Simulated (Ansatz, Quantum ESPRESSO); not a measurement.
# Complex bands of CdTe, zinc blende type, lattice constant set to 6.325 Å, part 3 of 4

Wanted: the complex band structure of CdTe, zinc blende type, lattice constant set to 6.325 Å, as for a tunnel barrier.

Quantum ESPRESSO 7.5; plane-wave DFT, LDA, GBRV ultrasoft pseudopotentials; cross-check by Ansatz 0.2.0 with PAW datasets.

So far. Step 2 (Ground state): The run needed 11 iterations to bring the estimated error under 1e-09 Ry.

**3. Complex bands with pwcond.x (continued)**

Level of this step: complex band structure by pwcond; plane-wave DFT, LDA, GBRV ultrasoft pseudopotentials (Quantum ESPRESSO).

K across = (1/4, 0) in the cell's reciprocal vectors; values within 0.0025 1/Å of each other count once, columns are sorted by size at each energy, a dash where no further value was kept. Im kz of the slowest decaying states against energy, zero at the highest filled level of the SCF mesh:

```
energy (eV)  decay 1 (Å⁻¹)  decay 2 (Å⁻¹)  decay 3 (Å⁻¹)
      -2.04          0.089          0.267           1.23
      -1.70          0.122           1.21           1.26
      -1.36          0.118           1.18           1.23
      -1.02          0.064           1.07           1.20
      -0.68          0.975           1.17           1.22
      -0.34          0.099          0.902           1.13
       0.00          0.153          0.201          0.836
       0.34          0.178          0.301          0.772
       0.68          0.185          0.361          0.709
       1.02          0.178          0.402          0.645
       1.36          0.156          0.432          0.576
       1.53          0.136          0.443           0.54
       1.87          0.039          0.459           0.88
       2.21          0.359           0.47          0.833
       2.55          0.108          0.194          0.476
       2.89          0.087          0.142          0.475
       3.23          0.151          0.171          0.467
       3.57          0.144          0.186           0.45
       3.91          0.118          0.172          0.413
       4.25          0.053          0.115          0.341
       4.59           0.18          0.212            0.5
       4.93          0.219          0.476          0.518
```

The program's own clock; routines nest. Time by routine:

| routine | wall time (s) | calls |
| --- | --- | --- |
| PWCOND | 530.4 | 1 |
| scatter_forw | 316.6 | 168 |
| compbs | 207.8 | 168 |
| compbs_2 | 199.6 | 168 |
| local | 5.18 | 4 |
| init | 0.8 | 1 |
| poten | 0.14 | 1 |

**4. Complex bands with pwcond.x, with epsproj = 0.001**

A sensitivity test on the input.

Contents of cbs.w.in:

```
&inputcond
  outdir = './out'
  prefixl = 'scf'
  band_file = 'cbs.w'
  ikind = 0
  ewind = 4.0
  epsproj = 0.001
  nz1 = 7
  energy0 = 4.93
  denergy = -0.17
/
4
  0.00000000 0.00000000 1.00000000
  0.50000000 0.00000000 1.00000000
  0.50000000 0.50000000 1.00000000
  0.25000000 0.00000000 1.00000000
42
```

The run is started by

```console
OMP_NUM_THREADS=1 mpirun -n 2 pwcond.x -in cbs.w.in > cbs.w.out
```

Output:

```text
[banner, memory and clock lines left out]
Program PWCOND v.7.5 starts
[citation notice left out]

[...]
./out/scf.save/

[...]
negative rho (up, down):  3.856E-02 0.000E+00
     Reading collected, re-writing distributed wavefunctions

===== INPUT FILE containing the left lead =====

     GEOMETRY:

     lattice parameter (alat)  =       8.4517  a.u.
     the volume                =     853.7844 (a.u.)^3
     the cross section         =      71.4313 (a.u.)^2
     l of the unit cell        =       1.4142 (alat)
     number of atoms/cell      =            4
     number of atomic types    =            2

     crystal axes: (cart. coord. in units of alat)
               a(1) = (  1.0000  0.0000  0.0000 )
               a(2) = (  0.0000  1.0000  0.0000 )
               a(3) = (  0.0000  0.0000  1.4142 )

   Cartesian axes

     site n.     atom                  positions (alat units)
          1        Cd     tau(  1)=(  0.0000  0.0000  1.4142  )
          2        Te     tau(  2)=(  0.5000  0.0000  0.3536  )
          3        Cd     tau(  3)=(  0.5000  0.5000  0.7071  )
          4        Te     tau(  4)=(  0.0000  0.5000  1.0607  )

     nr1s                      =           36
     nr2s                      =           36
     nr3s                      =           50
     nr1sx                     =           36
     nr2sx                     =           36
     nr3sx                     =           50
     nr1                       =           40
     nr2                       =           40
     nr3                       =           54
     nr1x                      =           40
     nr2x                      =           40
     nr3x                      =           54

 _______________________________
  Radii of nonlocal spheres:

     type       ibeta     ang. mom.          radius (alat units)
       Cd         1         0                    0.2779
       Cd         2         0                    0.2779
       Cd         3         1                    0.2779
       Cd         4         1                    0.2779
       Cd         5         2                    0.2779
       Cd         6         2                    0.2779
       Te         1         0                    0.3133
       Te         2         0                    0.3133
       Te         3         1                    0.3133
       Te         4         1                    0.3133
       Te         5         2                    0.3133
----- General information -----

----- Complex band structure calculation -----

     nrx                       =           36
     nry                       =           36
     nz1                       =            7

     energy0               =         4.9E+00
     denergy               =        -1.7E-01
     nenergy               =         42
     ecut2d                =         4.0E+01
     ewind                 =         4.0E+00
     epsproj               =         1.0E-03

     number of k_|| points=    4
                       cryst. coord.
        k(    1) = (   0.0000000   0.0000000), wk =   0.2500000
        k(    2) = (   0.5000000   0.0000000), wk =   0.2500000
        k(    3) = (   0.5000000   0.5000000), wk =   0.2500000
        k(    4) = (   0.2500000   0.0000000), wk =   0.2500000
----- Information about left lead -----

     nocros                   =           18
     noins                    =           44
     norb                     =           80
     norbf                    =           80
     nrz                      =           50

      iorb      type   ibeta   ang. mom.   m       position (alat)
        1        1       1        0        1   taunew(   1)=(  0.0000  0.0000  0.0000)
        2        1       2        0        1   taunew(   2)=(  0.0000  0.0000  0.0000)
[...]
80        1       6        2        5   taunew(  80)=(  0.0000  0.0000  1.4142)
    k slab    z(k)  z(k+1)     crossing(iorb=1,norb)
    1   0.0000 0.0283 0.0283   11111111111111111100000000000000000000000000000000000000000000000000000000000000
    2   0.0283 0.0566 0.0283   11111111111111111111111111111110000000000000000000000000000000000000000000000000
[...]
50   1.3859 1.4142 0.0283   00000000000000000000000000000000000000000000000000000000000000111111111111111111
 ngper, shell number =          225          33
 ngper, n2d =          225          98
---  E-Ef =    4.9300000  k =    0.0000000   0.0000000
---  ie =          1  ik =          1
 Nchannels of the left tip =            2
 Right moving states:
   k1(2pi/a)   k2(2pi/a)   E-Ef (eV)
   0.2208272   0.0000000   4.9300000
   0.2210847   0.0000000   4.9300000
 Left moving states:
   k1(2pi/a)   k2(2pi/a)   E-Ef (eV)
  -0.2208273   0.0000000   4.9300000
  -0.2210847   0.0000000   4.9300000

---  E-Ef =    4.7600000  k =    0.0000000   0.0000000
---  ie =          2  ik =          1
 Nchannels of the left tip =            2
 Right moving states:
   k1(2pi/a)   k2(2pi/a)   E-Ef (eV)
   0.1786469   0.0000000   4.7600000
   0.1789478   0.0000000   4.7600000
 Left moving states:
   k1(2pi/a)   k2(2pi/a)   E-Ef (eV)
  -0.1786470   0.0000000   4.7600000
  -0.1789478   0.0000000   4.7600000
[... further energies and points left out ...]
---  E-Ef =   -1.8700000  k =    0.2500000   0.0000000
---  ie =         41  ik =          4
 Nchannels of the left tip =            1
 Right moving states:
   k1(2pi/a)   k2(2pi/a)   E-Ef (eV)
   0.3713935   0.0000000  -1.8700000
 Left moving states:
   k1(2pi/a)   k2(2pi/a)   E-Ef (eV)
  -0.3713941   0.0000000  -1.8700000

---  E-Ef =   -2.0400000  k =    0.2500000   0.0000000
---  ie =         42  ik =          4
 Nchannels of the left tip =            1
 Right moving states:
   k1(2pi/a)   k2(2pi/a)   E-Ef (eV)
   0.3352835   0.0000000  -2.0400000
 Left moving states:
   k1(2pi/a)   k2(2pi/a)   E-Ef (eV)
  -0.3352841   0.0000000  -2.0400000

[...]
```

Elapsed: 1.9 min, on 2 MPI ranks of Intel Xeon Platinum 8488C (Sapphire Rapids), shared host; peak memory 0.15 GiB.

The changed values were drawn from a wide range, not chosen for quality; the comparison shows what they did here together.

Beside the run it was changed from:

```csv
quantity,this run,unchanged run,difference
peak of the smallest κ at the zone centre (Å⁻¹),0.052,0.052,0
"peak of the smallest κ at (1/2, 0) (Å⁻¹)",0.185,0.185,0
wall time (s),115,531,
```

The physical values in this table stay within 0.05 %.

(Continued in part 4 of 4.)

[Logs are printed without paths, hosts, clocks, repeated set-up lines and the standing remarks that a program may print on its own settings, such as how far it seeks lower states.]

[Hosts, paths, dates, database ids (printed as entryN), source tags and the programs' standing remarks are cut or masked in the printed files.]

[Maps of the electrostatic potential energy from Ansatz leave out the sawtooth potential of an applied field or a dipole correction, so their vacuum need not be flat; planar profiles and work functions include it.]
